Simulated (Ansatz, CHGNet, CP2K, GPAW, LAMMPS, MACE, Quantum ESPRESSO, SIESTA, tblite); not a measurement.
# GPAW runs on amorphous 43Bi2O3-57BaO (mol %) (99 atoms), part 2 of 2

Wanted: GPAW inputs and outputs for amorphous 43Bi2O3-57BaO (mol %) (99 atoms), checked against a plane-wave reference.

Program: GPAW 26.7.0; the method stands at each step. Banners, paths, timers and routine set-up lines are dropped from the logs unmarked, and long logs keep their key lines alone; longer cuts are marked.

So far. Step 2 (PBE, LCAO dzp, h 0.18 Å): Forces lie 18 % from the reference's, at 4.3 times its CPU time (on 1 against 4 cores). Step 3 (PBE, LCAO dzp, h 0.18 Å, other mixer settings): Against the first run (18 %), the force difference from the reference is 17 %, at 1.3 times the CPU time (on 2 against 1 cores): another solver or mixer reaches the same state.

### Step 4. PBE, LCAO szp(dzp), h 0.18 Å

Method: Kohn-Sham DFT, PBE, PAW, atomic orbitals (szp(dzp)).

run.py

```python
import numpy as np
from ase.io import read
from gpaw import GPAW, FermiDirac

atoms = read("structure.xyz")
atoms.calc = GPAW(
    mode="lcao",
    basis="szp(dzp)",
    h=0.18,
    xc="PBE",
    kpts={"size": (1, 1, 1), "gamma": True},
    occupations=FermiDirac(0.05),
    maxiter=200,
    symmetry={"point_group": False},
    txt="gpaw.txt",
)
energy = atoms.get_potential_energy(force_consistent=True)
forces = atoms.get_forces()
print(f"energy {energy:.6f} eV")
print("forces (eV/A)")
for i, (a, f) in enumerate(zip(atoms, forces)):
    print(f"{i:4d} {a.symbol:2s} {f[0]:10.5f} {f[1]:10.5f} {f[2]:10.5f}")
print(f"Fermi level {atoms.calc.get_fermi_level():.4f} eV")
for k in range(len(atoms.calc.get_ibz_k_points())):
    for s in range(atoms.calc.get_number_of_spins()):
        e = atoms.calc.get_eigenvalues(kpt=k, spin=s)
        n = np.searchsorted(e, atoms.calc.get_fermi_level())
        print(f"k {k} spin {s} levels about the Fermi level:", np.round(e[max(n - 6, 0):n], 4).tolist(), "|", np.round(e[n:n + 6], 4).tolist())
```

structure.xyz

```xyz
99
Lattice="11.97103 0.00000 0.00000 0.00000 11.97103 0.00000 0.00000 0.00000 11.97103" Properties=species:S:1:pos:R:3 pbc="T T T"
[... 99 atom lines left out: the same atoms as in the first run ...]
```

Command:

```console
$ OMP_NUM_THREADS=1 python run.py > output.txt
```

The log of the run:

```text
energy -496.032910 eV
forces (eV/A)
   0 Bi    0.15870    0.05950   -0.36435
   1 Bi    0.17071    0.14502   -0.22226
   2 Bi    0.23131   -0.05825   -0.62183
   3 Bi    0.40531    0.04204    0.07397
   4 Bi   -0.09673    0.21211    0.18467
   5 Bi    0.41190   -0.19537   -0.18977
   6 Bi   -0.23019   -0.42977    0.46060
   7 Bi    0.19120    1.01122   -0.20899
   8 Bi    0.52768    0.24350    0.54262
   9 Bi    0.48055   -0.17379   -0.21128
  10 Bi    0.63576    0.54152   -0.21332
  11 Bi   -0.35927    0.04595   -0.16005
  12 Bi    0.01697   -0.05364   -0.32385
  13 Bi    0.24372   -0.04195    0.00100
  14 Bi   -0.13579   -0.35532    0.75836
  15 Bi    0.03785   -0.37329    0.20872
  16 Bi   -0.01683    0.42447   -0.78589
  17 Bi    0.18294    0.21575    0.29046
  18 Bi   -0.52001    0.31542   -0.52524
  19 Bi    0.13363    0.59021   -0.09531
  20 Bi    0.32313    0.26903    0.23665
  21 Bi    0.10060   -0.06118   -0.15253
  22 Bi   -0.30096   -0.18391    0.03630
  23 Bi   -0.12543   -0.49360    0.27732
[...]
91 O    -1.04748    1.66724   -0.25953
  92 O    -1.22058    0.29331   -1.27618
  93 O    -0.45826    0.43009    1.12407
  94 O     0.43694   -0.57532    0.23560
  95 O     0.95176   -0.28219    0.13999
  96 O    -0.42769   -0.44056    0.09197
  97 O     1.08668   -0.40857    0.93278
  98 O    -0.02553    0.08296    1.07094
Fermi level 9.1390 eV
k 0 spin 0 levels about the Fermi level: [8.0334, 8.2325, 8.2687, 8.2809, 8.3745, 8.637] | [9.6428, 9.8122, 9.8803, 9.9893, 10.1453, 10.1894]
```

gpaw.txt:

```text
Input parameters:
  mode=LCAO(),
  basis={'default': 'szp(dzp)'},
  h=0.18,
  kpts=MonkhorstPack(size=(1, 1, 1), gamma=True),
  maxiter=200,
  occupations=Occupations(name='fermi-dirac', width=0.05, fixmagmom=False),
  symmetry=Symmetry(point_group=False),
  xc=XC(name='PBE')
Unit cell  # Å
| periodic |         x |         y |         z |   lengths |    angles |
[... lines left out ...]
  Fermi-Dirac:
[... lines left out ...]
convergence criteria:
- Maximum [total energy] change in last 3 cyles: 0.0005 eV / valence electron
[... lines left out ...]
Converged in 12 steps
[... lines left out ...]
  Free energy:    -496.032910
  Extrapolated:   -496.032861
dipole moment: (-32.493408, 148.144569, -139.207411)  # |e|*Ang
Fermi level: 9.139
Eigenvalues  # (at kpt = [0.000, 0.000, 0.000])
| band index |      eig [eV] | occ [0-2] |
|------------|---------------|-----------|
|          0 |       -19.992 |     2.000 |
|        ... |               |           |
|        440 |         7.957 |     2.000 |
|        441 |         7.986 |     2.000 |
[...]
|        455 |        10.343 |     0.000 |
|        ... |               |           |
|        541 |        13.787 |     0.000 |
Gap: 1.006 eV
Transition (v -> c):
  (s=0, k=0, n=447, [0.00, 0.00, 0.00]) -> (s=0, k=0, n=448, [0.00, 0.00, 0.00])
No difference between direct/indirect transitions
Force computation time: 95.087  # s
timing:  # [seconds]
  Total:  571.739  # ━━━━━━━━━━━━━━━━━━━━━━━━━━━━━━━━━━━━━━━━━━━━━━━━━━━━━━━━
  Init:    16.877  # ━╸
  SCF:    459.739  # ━━━━━━━━━━━━━━━━━━━━━━━━━━━━━━━━━━━━━━━━━━━━━
  Forces:  95.087  # ━━━━━━━━━╸
```

It took 9.6 min on 1 thread of Arm Neoverse V1, shared host; peak memory 2.9 GiB.

Compared with the plane-wave run:

```yaml
r_m_s_force_component: 0.6672 eV/Å
r_m_s_difference_of_force_components: 164.9 meV/Å
longest_difference_of_force_vectors: 494.2 meV/Å
force_difference_over_r_m_s_force: 29.33 %
slope_of_forces_against_the_reference_s: 1.161
correlation_of_force_components: 0.9785
spacing_of_highest_filled_and_lowest_empty_level: 1.006 eV
gap_difference: -0.2271 eV
```

This is a coarse setting, run to see what it loses.

Against the first run (18 %), the force difference from the reference is 29 %, at 0.63 times the CPU time, with 1140 basis functions against 1819: the smaller basis costs accuracy.

### Step 5. Side by side

Differences are against the plane-wave reference, forces as r.m.s. over components; share is that over the reference's r.m.s. force, slope the least-squares factor from reference forces to these. Total energies of different programs have different zeros and aren't compared.

```
                                               run  Δ force, r.m.s. (meV/Å)  share (%)  slope  Δ gap (eV)  cores  CPU time  memory (GiB)
                                         reference                        -          -      -           -      4   3.6 min           2.6
                      GPAW PBE, LCAO dzp, h 0.18 Å                     99.3       17.7  1.100     -0.0529      1    15 min           3.1
GPAW PBE, LCAO dzp, h 0.18 Å, other mixer settings                     98.1       17.4  1.099     -0.0532      2    20 min           3.5
        GPAW PBE, LCAO szp(dzp), h 0.18 Å (coarse)                      165       29.3  1.161      -0.227      1   9.6 min           2.9
```

Rows marked coarse were listed beforehand as settings not expected to be converged; some can still land near the reference.

CPU time is summed over cores on a shared host, where runs went side by side, so it is rough. Symmetry, cutoffs, thresholds, outputs and thread counts weren't matched or tuned between programs; memory under MPI is the largest rank's times the ranks.

Within one program, basis, potentials and functional, energies share a zero. Each run against its twin at the usual cutoff or grid and solver:

```
                                               run                twin  Δ energy (meV/atom)  Δ force, r.m.s. (meV/Å)        CPU time over the twin's
GPAW PBE, LCAO dzp, h 0.18 Å, other mixer settings  LCAO dzp, h 0.18 Å               2.0e-4                     2.46  1.3 (this twin ran on 1 cores)
```

### Step 6. Outcome

```json
{
  "nearest in forces": "GPAW PBE, LCAO dzp, h 0.18 Å, other mixer settings, 17 %",
  "its CPU time": "20 min"
}
```

**Reading.** The PBE runs in local orbitals, coarse settings apart, differ by 17 % (GPAW PBE, LCAO dzp, h 0.18 Å, other mixer settings) to 18 % (GPAW PBE, LCAO dzp, h 0.18 Å); basis, grid and potentials can all enter. Runs with settings chosen to be coarse differ by 29 % (GPAW PBE, LCAO szp(dzp), h 0.18 Å), their programs' other errors included. None of the electronic-structure runs in the table takes under half the reference's CPU time of 3.6 min; they take 2.7 to 5.4 times as much. GPAW PBE, LCAO szp(dzp), h 0.18 Å stiffens the forces by a factor of 1.16 while following their directions (correlation 0.978); the slopes of the 3 GPAW runs lie between 1.10 and 1.16. At the same functional, gaps differ from the reference's 1.23 eV by between -0.23 and -0.05 eV. The quench rate of 50 K/ps is many orders above laboratory rates, so the cell is likely richer in defects and strain than a real sample. The network of bonds at the start is that of the classical potential that made the cell, and needn't be the one that DFT or experiment would give. The reference's pressure of 7.4 GPa belongs to a cell and atoms that aren't relaxed at this level. The electronic-structure runs sample only Γ, in a cell whose shortest periodic width is 12 Å. Spin–orbit coupling is left out, which matters for the levels of the heavy elements.

[Also dropped from logs without a mark: logging warnings of Python, and SIESTA's first energy breakdown and zero terms.]

[Logs are printed without paths, hosts, clocks, repeated set-up lines and the standing remarks that a program may print on its own settings, such as how far it seeks lower states.]

[Hosts, paths, dates, database ids (printed as entryN), source tags and the programs' standing remarks are cut or masked in the printed files.]
